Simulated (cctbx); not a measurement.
**Interatomic vectors of TlRhSe2**

Space group I-4m2 (no. 119), a = 3.6540 Å, b = 3.6540 Å, c = 14.0840 Å, α = 90.00°, β = 90.00°, γ = 90.00°, content Tl2 Rh2 Se4.

The data are simulated with cctbx, not measured: Cu Kα, λ = 1.54184 Å, to d = 0.83 Å, 80 % of the full sphere, strongest reflection 5000 counts, noise from counting, a 6 % proportional error and a noise floor of 8 counts (s.d.); no absorption.

Patterson synthesis, origin scaled to 1000:

```text
Patterson group I 4/m m m
      u       v       w   height  length (A)
  0.000   0.000   0.000   1000.0     0.00
  0.000   0.000   0.355    468.8     5.00
  0.000   0.500   0.250    304.0     3.97
  0.000   0.500   0.102     96.5     2.32
  0.000   0.000   0.284     63.7     4.00
  0.226   0.226   0.321     20.7     4.67
  0.216   0.216   0.040     19.5     1.25
  0.000   0.264   0.052     16.4     1.21
  0.000   0.348   0.460     16.3     6.60
  0.000   0.000   0.086     15.8     1.22
  0.179   0.179   0.418     14.9     5.96
  0.096   0.096   0.500     13.7     7.06
  0.167   0.167   0.069     10.4     1.30
  0.216   0.216   0.236      9.5     3.51
```

**Question.** Which atom pairs make the peaks, and where is the heaviest atom?

A peak at u stands for all pairs with xi − xj = u, with weight Σ ZiZj against Σ Z² = 21796 at the origin. Peak heights follow these weights only roughly, since form factors, motion and series ripples differ, all vectors within 0.55 Å of a peak are counted as merged into it though the farther ones add only part of their weight, and F(000) is left out, which lowers the whole map:

| u | v | w | shortest length (Å) | height | 1000 ΣZiZj/ΣZ² | pairs in the cell |
| --- | --- | --- | --- | --- | --- | --- |
| 0.000 | 0.000 | 0.355 | 3.29 | 469 | 505 | 4 × Tl–Se |
| 0.000 | 0.500 | 0.250 | 3.97 | 304 | 334 | 2 × Tl–Rh |
| 0.000 | 0.500 | 0.102 | 2.32 | 96 | 140 | 2 × Rh–Se |
| 0.000 | 0.000 | 0.284 | 3.99 | 64 | 106 | 2 × Se–Se |

The table stops at ten peaks or at a height of 45, below which ripples compete. In the model behind the data Tl, the heaviest element, has 1 independent site: (0, 0, 0), up to an allowed shift of origin. No listed peak is a Tl–Tl vector, so the position follows from the cell content and the cross vectors. The whole model:

```
atom  mult.    x  y       z  Ueq (Å²)
 Tl1      2    0  0       0    0.0038
 Rh1      2  1/2  0     1/4    0.0061
 Se1      4    0  0  0.3556    0.0047
```

The model is made up (kin elements in a known structure type, no relaxation), so it says nothing on whether the phase exists.

[Logs are printed without paths, hosts, clocks, repeated set-up lines and the standing remarks that a program may print on its own settings, such as how far it seeks lower states.]
